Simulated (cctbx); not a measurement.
## Interatomic vectors of NiBi2Ru3

Space group P6_3/mmc (no. 194), a = 5.2540 Å, b = 5.2540 Å, c = 8.7950 Å, α = 90.00°, β = 90.00°, γ = 120.00°, content Bi4 Ru6 Ni2.

The data are simulated with cctbx, not measured: Mo Kα, λ = 0.71073 Å, to d = 0.8 Å, 95 % of the full sphere, strongest reflection 5000 counts, noise from counting, a 3 % proportional error and a noise floor of 4 counts (s.d.); no absorption, some extinction.

Patterson synthesis, origin scaled to 1000:

```text
Patterson group P 6/m m m
      u       v       w   height  length (A)
  0.000   0.000   0.000   1000.0     0.00
  0.333   0.667   0.500    474.7     5.34
  0.000   0.000   0.366    323.6     3.22
  0.000   0.500   0.183    291.9     3.08
  0.333   0.667   0.124    158.4     3.22
  0.155   0.310   0.315    139.1     3.11
  0.000   0.500   0.000    113.9     2.63
  0.178   0.357   0.500     47.2     4.69
  0.000   0.000   0.500     47.2     4.40
  0.000   0.000   0.134     27.0     1.18
  0.108   0.217   0.075     18.7     1.19
  0.111   0.403   0.099     12.9     2.09
  0.206   0.603   0.273     12.8     3.68
  0.091   0.546   0.500     12.6     5.14
```

**Question.** Which atom pairs make the peaks, and where is the heaviest atom?

A peak at u stands for all pairs with xi − xj = u, with weight Σ ZiZj against Σ Z² = 40740 at the origin. Peak heights follow these weights only roughly, since form factors, motion and series ripples differ, all vectors within 0.55 Å of a peak are counted as merged into it though the farther ones add only part of their weight, and F(000) is left out, which lowers the whole map:

| u | v | w | shortest length (Å) | height | 1000 ΣZiZj/ΣZ² | pairs in the cell |
| --- | --- | --- | --- | --- | --- | --- |
| 0.333 | 0.667 | 0.500 | 5.34 | 475 | 481 | 2 × Bi–Bi, 3 × Ru–Ru |
| 0.000 | 0.000 | 0.366 | 3.22 | 324 | 338 | 2 × Bi–Bi |
| 0.000 | 0.500 | 0.183 | 3.08 | 292 | 359 | 4 × Bi–Ru |
| 0.333 | 0.667 | 0.124 | 3.22 | 158 | 283 | 1 × Bi–Bi, 2 × Bi–Ni |
| 0.155 | 0.310 | 0.315 | 3.11 | 139 | 179 | 2 × Bi–Ru |
| 0.000 | 0.500 | 0.000 | 2.63 | 114 | 190 | 4 × Ru–Ru |
| 0.178 | 0.357 | 0.500 | 4.69 | 47 | 95 | 2 × Ru–Ru |
| 0.000 | 0.000 | 0.500 | 4.40 | 47 | 38 | 2 × Ni–Ni |

The table stops at ten peaks or at a height of 45, below which ripples compete. In the model behind the data Bi, the heaviest element, has 1 independent site: (1/3, 2/3, 0.0670), up to an allowed shift of origin; the Bi–Bi vectors are differences of these positions and their symmetry mates. The whole model:

| atom | mult. | x | y | z | Ueq (Å²) |
| --- | --- | --- | --- | --- | --- |
| Bi1 | 4 | 1/3 | 2/3 | 0.0670 | 0.0053 |
| Ru1 | 6 | 0.6563 | 0.8282 | 3/4 | 0.0073 |
| Ni1 | 2 | 0 | 0 | 0 | 0.0132 |

This is a model crystal, built by substitution and not relaxed, with assumed displacement parameters.

[Logs are printed without paths, hosts, clocks, repeated set-up lines and the standing remarks that a program may print on its own settings, such as how far it seeks lower states.]
